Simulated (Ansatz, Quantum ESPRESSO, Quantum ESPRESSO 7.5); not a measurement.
# H-SiSi-F chair, 1 layer: biaxial strain by an ASE script

Wanted: deformation of the bands of H-SiSi-F chair, 1 layer, driven from Python.

Program: Quantum ESPRESSO 7.5. Level of theory: plane-wave DFT, PBE, GBRV ultrasoft pseudopotentials (geometry by Ansatz 0.2.0 with PAW datasets; geometry under PBE). Results are calculated unless marked as measured.

## 1. The structure

The cell holds 4 atoms: 1 F, 2 Si and 1 H. Cell: a = 3.663 Å, b = 3.663 Å, c = 18.840 Å, α = 90.0°, β = 90.0°, γ = 120.0°. Vacuum lies along c.

This sheet is a model structure: its symmetry is held, and its stability is not tested here.

## 2. Geometry from Ansatz

The geometry comes first, from a plane-wave PAW code, so that the later runs on this slab share one structure.

Contents of input.yaml:

```yaml
crystal:
  lattice:
    - [3.663, 0.0, 0.0]
    - [-1.8315, 3.1722510541, 0.0]
    - [0.0, 0.0, 18.84]
  atoms:
    - { symbol: F, position: [0.6666666667, 0.3333333333, 0.398089172] }
    - { symbol: Si, position: [0.6666666667, 0.3333333333, 0.4872611465] }
    - { symbol: Si, position: [0.3333333333, 0.6666666667, 0.5265392781] }
    - { symbol: H, position: [0.3333333333, 0.6666666667, 0.601910828] }
kpoints:
  mp_grid: { grid: [12, 12, 1] }
hamiltonian:
  xc: pbe
scf:
  occupations: { method: fermi_dirac, width: 0.05 }
  convergence: { dr2_threshold: 1.0e-08 }
efield:
  axis: 3
  dipole_correction: true
  ramp_position: 0.97
  ramp_width: 0.04
relax:
  f_tol: 0.01
  cell: { fix: [c, alpha, beta] }
output:
  write_potential: true
  write_density: true
  volumetric_format: npy
```

The run is started by

```
$ ansatz run input.yaml --threads 2 --pin off --max-ram 4096MiB --backend cpu --events-out ev --progress --plain --runs-dir out
```

Numbers of over 12 decimals in the logs are rounded to 6 here.

The log of the run:

```text
Warning: relax.cell: scf.convergence.dr2_threshold = 1e-8 eV is looser than the 4e-10 eV advised for a relaxation that steers and ends on the stress (1e-10 eV for each atom of the cell: 4). What an SCF threshold leaves in a stress goes as its square root, and in the free energy as the threshold itself, and one threshold admits the most on a small cell: [figures from the program's tests cut] Set scf.convergence.dr2_threshold to 4e-10 eV or tighter. The threshold is an SCF's pass mark: one that does not reach it within its budget of iterations ends unconverged, or closes short of it on a stop that the run arms, and scf.convergence.dr2_threshold's page says what that costs each kind of run
Engine: ansatz 0.2.0, x86_64-unknown-linux-gnu
Pseudopotentials: kind: paw
Pseudopotential: F, paw, valence charge 7, recommended cutoff 420 eV (normal), F.paw.azcp
Pseudopotential: Si, paw, valence charge 4, recommended cutoff 420 eV (normal), Si.paw.azcp
Pseudopotential: H, paw, valence charge 1, recommended cutoff 420 eV (normal), H.paw.azcp
Functional definition: PBE
  parameter kappa = 0.804
  parameter beta = 0.066725
  exchange = pbe_x(kappa = kappa, mu = beta*pi^2/3)
  correlation = pbe_c(beta = beta)
Crystal: 4 atoms, lattice volume = 218.920 Å³
Basis set: ecut = 420 eV, 4227 PW (Γ), exchange–correlation on 50×50×256 points (8 copies of the dense FFT grid, shifted against one another)
Bands: 12, of which v1, the nominal top of the filled ones, is band 8 counted from 1 (7 counted from 0)
Symmetry: 6 space group operations
Space group: P3m1 (ITA 156), of the structure as read, at distance tolerance 6.0e-5 Å
k-points: 19 of 144 (time reversal used)
Non-local potential: F, projectors of the file, l = 0: 2, l = 1: 2, l = 2: 1
Non-local potential: Si, projectors of the file, l = 0: 2, l = 1: 2, l = 2: 2
Non-local potential: H, projectors of the file, l = 0: 2, l = 1: 1
PAW form: soft (Blöchl's): semilocal exchange-correlation on the pseudo side does not see the compensation charge
PAW one-centre angular grid: F, 110 points (default); XC on 64 Gauss nodes
PAW one-centre angular grid: Si, 110 points (default); XC on 64 Gauss nodes
PAW one-centre angular grid: H, 110 points (default); XC on 64 Gauss nodes
Initial density: superposition of atomic densities (neutral atoms: chi_scale 0, normalization atom), corrected by the library's trained network
Initial wavefunctions: pseudopotential atomic-orbital guess
Functional: x = pbe(κ = 0.804, μ = 0.219515), c = pbe(β = 0.066725)
SCF iter   1: F=—  HF=-2096.038115 eV  |F-HF|=—  |Δ(HF+E_count)|=         —  Δρ=2.07e-3  dr2=2.76e-2  ethr=1.77e-3  p=0.187 e·Å  D=1.54e-1 V/Å  ΔV_dip=-2.91 eV  dr2_dipole=2.52e-3  V_vac-E_F(+/−)=3.32/6.22 eV  ⟨swp⟩=8.8  Hψ=2038  notcnv=0
efield: sawtooth ramp at fractional position 0.9700 (set: `efield.ramp_position`, or a place that a band, a saddle search or an elastic batch's reference lends), width 0.0400; the density the first Hamiltonian is built on has a dipole p = 0.187 e·Å; the dipole correction subtracts the counter field D = 1.54e-1 V/Å, which shifts the + side's vacuum level by -2.91 eV against the − side's; the planar-averaged density in the ramp window peaks in size at 1.2e-5 e/Å³
preconditioner: auto → none  [insulator: Δε(μ)=1.538 eV  Ē_g=9.296 eV  σ=0.050 eV  W_gap=1.00  n_scr=10 (ndim 8)  ℏωp=9.4 eV  f_vac=0.678  D(μ)=0.00/eV (n_scr^D=0)  ε∞_Penn≈2.0]
SCF iter   2: F=—  HF=-2096.041720 eV  |F-HF|=—  |Δ(HF+E_count)|=   3.60e-3  Δρ=2.03e-3  dr2=3.56e-2  ethr=1.73e-4  p=0.148 e·Å  D=1.22e-1 V/Å  ΔV_dip=-2.30 eV  dr2_dipole=7.91e-3  V_vac-E_F(+/−)=3.74/6.04 eV  ⟨swp⟩=3.9  Hψ=592  notcnv=0
SCF iter   3: F=—  HF=-2096.034010 eV  |F-HF|=—  |Δ(HF+E_count)|=   7.71e-3  Δρ=8.64e-4  dr2=2.12e-3  ethr=1.73e-4  p=0.181 e·Å  D=1.50e-1 V/Å  ΔV_dip=-2.82 eV  dr2_dipole=1.58e-4  V_vac-E_F(+/−)=3.49/6.31 eV  ⟨swp⟩=3.1  Hψ=418  notcnv=0
SCF iter   4: F=—  HF=-2096.034193 eV  |F-HF|=—  |Δ(HF+E_count)|=   1.83e-4  Δρ=3.83e-4  dr2=2.88e-4  ethr=1.32e-5  p=0.179 e·Å  D=1.48e-1 V/Å  ΔV_dip=-2.79 eV  dr2_dipole=4.89e-7  V_vac-E_F(+/−)=3.54/6.33 eV  ⟨swp⟩=2.1  Hψ=490  notcnv=0
SCF iter   5: F=—  HF=-2096.034323 eV  |F-HF|=—  |Δ(HF+E_count)|=   1.30e-4  Δρ=6.14e-5  dr2=7.33e-6  ethr=1.80e-6  p=0.180 e·Å  D=1.49e-1 V/Å  ΔV_dip=-2.80 eV  dr2_dipole=7.50e-8  V_vac-E_F(+/−)=3.56/6.36 eV  ⟨swp⟩=2.1  Hψ=390  notcnv=0
SCF iter   6: F=—  HF=-2096.034238 eV  |F-HF|=—  |Δ(HF+E_count)|=   8.54e-5  Δρ=1.87e-5  dr2=5.00e-7  ethr=4.58e-8  p=0.181 e·Å  D=1.49e-1 V/Å  ΔV_dip=-2.81 eV  dr2_dipole=4.71e-9  V_vac-E_F(+/−)=3.56/6.37 eV  ⟨swp⟩=2.1  Hψ=417  notcnv=0
SCF iter   7: F=—  HF=-2096.034244 eV  |F-HF|=—  |Δ(HF+E_count)|=   5.78e-6  Δρ=3.67e-6  dr2=1.42e-8  ethr=3.12e-9  p=0.181 e·Å  D=1.49e-1 V/Å  ΔV_dip=-2.81 eV  dr2_dipole=8.59e-11  V_vac-E_F(+/−)=3.56/6.37 eV  ⟨swp⟩=2.1  Hψ=380  notcnv=0
SCF iter   8: F=-2096.034244 eV  HF=-2096.034244 eV  |F-HF|=2.39e-9  |Δ(HF+E_count)|=   3.99e-8  Δρ=9.19e-7  dr2=8.15e-10  ethr=6.25e-11  p=0.181 e·Å  D=1.49e-1 V/Å  ΔV_dip=-2.81 eV  dr2_dipole=4.04e-12  V_vac-E_F(+/−)=3.56/6.37 eV  ⟨swp⟩=9.7  Hψ=1508  notcnv=0
SCF 1 converged in 8 iterations: F = -2096.034244 eV  dr2 = 8.15e-10
  greatest PAW one-centre occupation: 0.932 electrons in one spin orbital (limit 2), on the F atom at site 0 (counted from 0), in its partial waves of l = 0
relax step   1: F+E_penalty+E_count = -2096.03424363 eV  Δ(F+E_penalty+E_count) = +0.000e0 eV  max|allowed force component| = 2.368e0 eV/Å  Δτ_max = 0.0000 Å  P = +2.515 GPa  Ω = 218.920 Å³  fix = [c, alpha, beta]  reactions: c +0.228 GPa  (8 SCF iters, accepted)
Crystal: 4 atoms, lattice volume = 237.509 Å³
Basis set: ecut = 420 eV, 4611 PW (Γ), exchange–correlation on 50×50×256 points (8 copies of the dense FFT grid, shifted against one another)
Initial density: handed on by an earlier stage of this run
Initial wavefunctions: those handed on with the density
iter 1 solved again at ethr=2.76e-4 eV; its pass at ethr=3.10e-3 eV (dr2=4.42e-2 eV) is discarded
SCF iter   1: F=—  HF=-2096.378015 eV  |F-HF|=—  |Δ(HF+E_count)|=         —  Δρ=4.23e-3  dr2=4.46e-2  ethr=2.76e-4  p=0.196 e·Å  D=1.49e-1 V/Å  ΔV_dip=-2.81 eV  dr2_dipole=1.25e-3  V_vac-E_F(+/−)=3.34/6.15 eV  ⟨swp⟩=1.8  Hψ=2167  notcnv=0
[...]
relax step   7: F+E_penalty+E_count = -2096.45703953 eV  Δ(F+E_penalty+E_count) = -3.137e-2 eV  max|allowed force component| = 8.135e-3 eV/Å  Δτ_max = 0.0000 Å  P = +0.170 GPa  Ω = 247.745 Å³  fix = [c, alpha, beta]  reactions: c +0.006 GPa  stress off target by 2.52e-1 GPa on what of the cell is left free  SCF on the basis re-selected at this cell (its energy is not comparable with the rows above)  (7 SCF iters)
relax step   8: F+E_penalty+E_count = -2096.45843793 eV  Δ(F+E_penalty+E_count) = -1.398e-3 eV  max|allowed force component| = 1.999e-2 eV/Å  Δτ_max = 0.0046 Å  P = +0.042 GPa  Ω = 250.396 Å³  energy of the carried Pulay correction = -1.097e-3 eV  fix = [c, alpha, beta]  reactions: c +0.018 GPa  (7 SCF iters, accepted)
relax step   9: F+E_penalty+E_count = -2096.45817810 eV  Δ(F+E_penalty+E_count) = +2.598e-4 eV  max|allowed force component| = 4.075e-2 eV/Å  Δτ_max = 0.0017 Å  P = -0.008 GPa  Ω = 251.146 Å³  energy of the carried Pulay correction = -1.425e-3 eV  fix = [c, alpha, beta]  reactions: c -0.008 GPa  (6 SCF iters, accepted)
relax step  10: F+E_penalty+E_count = -2096.45825440 eV  Δ(F+E_penalty+E_count) = -7.631e-5 eV  max|allowed force component| = 3.484e-4 eV/Å  Δτ_max = 0.0012 Å  P = +0.001 GPa  Ω = 251.096 Å³  energy of the carried Pulay correction = -1.403e-3 eV  fix = [c, alpha, beta]  reactions: c +0.002 GPa  (6 SCF iters, accepted)
iter 1 solved again at ethr=1.35e-6 eV; its pass at ethr=3.10e-3 eV (dr2=2.16e-4 eV) is discarded
SCF iter   1: F=—  HF=-2096.459391 eV  |F-HF|=—  |Δ(HF+E_count)|=         —  Δρ=5.64e-5  dr2=9.02e-7  ethr=1.35e-6  p=0.140 e·Å  D=1.01e-1 V/Å  ΔV_dip=-1.90 eV  dr2_dipole=6.45e-12  V_vac-E_F(+/−)=4.06/5.96 eV  ⟨swp⟩=3.2  Hψ=2628  notcnv=0
efield: sawtooth ramp at fractional position 0.9700 (set: `efield.ramp_position`, or a place that a band, a saddle search or an elastic batch's reference lends), width 0.0400; the density the first Hamiltonian is built on has a dipole p = 0.140 e·Å; the dipole correction subtracts the counter field D = 1.01e-1 V/Å, which shifts the + side's vacuum level by -1.90 eV against the − side's; the planar-averaged density in the ramp window peaks in size at 2.6e-6 e/Å³
eigensolver tolerance schedule: the retry pair's looser diagonalisation over-reported the residual by 238.44 of it (diagonalisation noise at 0.12 of the residual, at the tolerance the schedule requests for it); recorded, not acted on — ethr = c·dr2/N_el stays at c = 1.0e-1
preconditioner: auto → none  [insulator: Δε(μ)=1.640 eV  Ē_g=9.262 eV  σ=0.050 eV  W_gap=1.00  n_scr=10 (ndim 8)  ℏωp=8.8 eV  f_vac=0.687  D(μ)=0.00/eV (n_scr^D=0)  ε∞_Penn≈1.9]
SCF iter   2: F=—  HF=-2096.459596 eV  |F-HF|=—  |Δ(HF+E_count)|=   2.05e-4  Δρ=2.56e-5  dr2=3.73e-7  ethr=5.64e-9  p=0.140 e·Å  D=1.01e-1 V/Å  ΔV_dip=-1.90 eV  dr2_dipole=8.69e-9  V_vac-E_F(+/−)=4.06/5.96 eV  ⟨swp⟩=2.6  Hψ=419  notcnv=0
SCF iter   3: F=—  HF=-2096.459683 eV  |F-HF|=—  |Δ(HF+E_count)|=   8.73e-5  Δρ=1.49e-5  dr2=2.28e-7  ethr=2.33e-9  p=0.140 e·Å  D=1.01e-1 V/Å  ΔV_dip=-1.90 eV  dr2_dipole=2.95e-8  V_vac-E_F(+/−)=4.06/5.96 eV  ⟨swp⟩=2.0  Hψ=377  notcnv=0
SCF iter   4: F=—  HF=-2096.459718 eV  |F-HF|=—  |Δ(HF+E_count)|=   3.48e-5  Δρ=3.45e-6  dr2=4.83e-8  ethr=1.42e-9  p=0.140 e·Å  D=1.01e-1 V/Å  ΔV_dip=-1.90 eV  dr2_dipole=8.49e-9  V_vac-E_F(+/−)=4.06/5.96 eV  ⟨swp⟩=2.1  Hψ=343  notcnv=0
SCF iter   5: F=-2096.459724 eV  HF=-2096.459723 eV  |F-HF|=1.12e-6  |Δ(HF+E_count)|=   4.76e-6  Δρ=1.12e-6  dr2=8.62e-10  ethr=6.25e-11  p=0.140 e·Å  D=1.01e-1 V/Å  ΔV_dip=-1.90 eV  dr2_dipole=6.40e-12  V_vac-E_F(+/−)=4.06/5.96 eV  ⟨swp⟩=10.1  Hψ=1801  notcnv=0
SCF 11 converged in 5 iterations: F = -2096.459724 eV  dr2 = 8.62e-10
relax step  11: F+E_penalty+E_count = -2096.45972408 eV  Δ(F+E_penalty+E_count) = -1.470e-3 eV  max|allowed force component| = 2.330e-4 eV/Å  Δτ_max = 0.0000 Å  P = +0.004 GPa  Ω = 251.096 Å³  fix = [c, alpha, beta]  reactions: c +0.000 GPa  stress off target by 5.90e-3 GPa on what of the cell is left free  SCF on the basis re-selected at this cell (its energy is not comparable with the rows above)  (5 SCF iters)
basis re-selected at this cell: Δ(F+E_penalty+E_count) = -1.470e-3 eV, ΔP = +0.003 GPa vs the last step (what re-selecting the basis moved, of the pressure what is left beyond the Pulay correction that the steps carried, after the strain that the cell walked since its last selection, with what the two solves' SCF thresholds leave and, on support functions, any second-order correction that the steps lacked; it is no m [...]
WARN: The output density's exchange-correlation potential varies sharply where the density is thin. Do not read a vacuum level from v_tot or v_xc, or from such a field of the output density. On a cell that repeats whose density bears no net charge and no dipole along the vacuum's axis use v_es (v_loc + v_h of the components); under efield.dipole_correction with no amplitude use v_es + v_field, which holds any externa [...]
SCF converged after 5 iterations
Free energy (F): -2096.459724 eV
Harris-Foulkes:  -2096.459723 eV  (|F-HF|=1.12e-6)
Internal energy: -2096.459724 eV  (E = F + TS)
E sigma→0 (E₀):  -2096.459724 eV
Fermi energy:    -2.710022 eV
Dipole field:    D = 0.101052 V/Å  (p = 0.140225 e·Å, saw-weighted, corrected)
Work function:   Φ+ = 4.0590 eV   Φ− = 5.9628 eV
Levels:          The Fermi level and band energies are counted from a zero that moves with the ramp; work functions are not
--- Per-component energies (eV) ---
  E_band       = -174.022223
  E_kinetic    = 300.680133
  E_local      = -4104.342298  (includes V_loc(G=0)·N_el)
  E_nonlocal   = 126.076272
  E_hartree    = 1890.241220
  E_xc         = -198.222285
  E_vxc        = -206.018474  (∫ρ·V_xc dr)
  E_paw        = -1226.600036  (= ΣΔE_a)
  E_vpaw       = -71.668097  (= ΣTr[D̂ρ^β])
  E_aug_tail   = 0.000846  (compensation charges beyond the density's cutoff)
  E_efield     = 0.007085  (sawtooth field / dipole correction)
  E_vefield    = 0.765876  (∫n·V_field dr)
  E_ewald      = 1115.699338
  E_smearing   = -0.000000  (= −TS)
  E_closure    = 0.000000  (closes the sum)
  Σ components = -2096.459724   (vs F -2096.459724, Δ=0.00e0)
--- Forces (eV/Å), atoms counted from 1 ---
  atom   1  F      0.00000000    -0.00000000    -0.00017117
  atom   2  Si     0.00000000     0.00000000     0.00025392
  atom   3  Si     0.00000000    -0.00000000    -0.00015262
  atom   4  H      0.00000000    -0.00000000     0.00015368
  max |Σ_I F_I| component: 8.38e-5 eV/Å
--- Stress (GPa, compression-positive) ---
        0.005899       0.000000       0.000000
       -0.000000       0.005899       0.000000
        0.000000       0.000000       0.000103
  P = ⅓ Tr σ = 0.0040 GPa (0.040 kbar)
--- Band table (eV; the first three rows and the last of 19) ---
  k-point 0: bands = [... 4 lower, -8.3345, -7.5145, -3.5519, -3.5519, -1.9115, 0.2383, 0.3013, 0.3013]
  k-point 1: bands = [... 4 lower, -8.3437, -7.4906, -4.1478, -3.6864, -1.5398, 0.1599, 0.5250, 0.5850]
  k-point 2: bands = [... 4 lower, -8.3692, -7.4603, -5.1331, -3.9912, -1.2159, 0.0072, 1.0885, 1.3254]
  k-point 18: bands = [... 4 lower, -8.5570, -8.4858, -6.3658, -6.2024, 0.1838, 1.3181, 1.9087, 3.0190]
--- Relaxed structure (9 steps of the walk, 9 accepted, 2 SCFs on fresh bases) ---
  F+E_penalty+E_count = -2096.45972408 eV   max|allowed force component| = 2.330e-4 eV/Å   (the final SCF, on the basis selected at the relaxed cell)
  cell:  # Å, volume = 251.0963 Å³
    - [3.922965, 0, 0]
    - [-1.961482, 3.397387, 0]
    - [0, 0, 18.84]
  atoms:
    - { symbol: F, position: [0.666667, 0.333333, 0.400212] }
    - { symbol: Si, position: [0.666667, 0.333333, 0.486310] }
    - { symbol: Si, position: [0.333333, 0.666667, 0.523719] }
    - { symbol: H, position: [0.333333, 0.666667, 0.603559] }
```

Elapsed: 11 s, on 2 threads of AMD EPYC 9R45, shared host; peak memory 0.51 GiB.

Relaxation path:

```
step  energy less that of the first step (eV)  largest force component (eV/Å)  pressure (GPa)  volume (Å³)
   1                                   0.0000                          2.3678            2.52       218.92
   2                                  -0.3301                          1.3013            0.68       237.51
   3                                  -0.3906                          0.2209            0.03       246.38
   4                                  -0.3914                          0.0226           -0.01       247.79
   5                                  -0.3914                          0.0194           -0.03       247.69
   6                                  -0.3914                          0.0005           -0.02       247.74
  7*                                  -0.4228                          0.0081            0.17       247.74
   8                                  -0.4242                          0.0200            0.04       250.40
   9                                  -0.4239                          0.0408           -0.01       251.15
  10                                  -0.4240                          0.0003            0.00       251.10
 11*                                  -0.4255                          0.0002            0.00       251.10
```

Relaxation steps marked * repeat the geometry before them on a plane-wave basis chosen anew for their cell, so energy and pressure can jump there.

Forces are held to the 6 operations that the run works with; a distortion that breaks them can't arise in this run.

```
cell as run  before  after  change
      a (Å)   3.663  3.923  +7.1 %
      b (Å)   3.663  3.923  +7.1 %
```

The atoms that moved most (Å, along periodic axes as changes of fractional coordinates times the final cell, across vacuum about the mean position):

```
atom     dx     dy      dz  length
 Si3  0.000  0.000  -0.053   0.053
  F1  0.000  0.000   0.040   0.040
  H4  0.000  0.000   0.031   0.031
 Si2  0.000  0.000  -0.018   0.018
```

This step gave:

- free energy: -2096.4597 eV
- Fermi energy: -2.710 eV
- gap by band count: 1.640 eV
- symmetry operations: 6
- dipole along the normal: 0.1402 e·Å
- vacuum level at the upper face over a Fermi level inside the gap: 4.059 eV
- vacuum level at the lower face over a Fermi level inside the gap: 5.963 eV

(Part 1 of 2 ends here.)

[Logs are printed without paths, hosts, clocks, repeated set-up lines and the standing remarks that a program may print on its own settings, such as how far it seeks lower states.]

[Hosts, paths, dates, database ids (printed as entryN), source tags and the programs' standing remarks are cut or masked in the printed files.]

[Maps of the electrostatic potential energy from Ansatz leave out the sawtooth potential of an applied field or a dipole correction, so their vacuum need not be flat; planar profiles and work functions include it.]
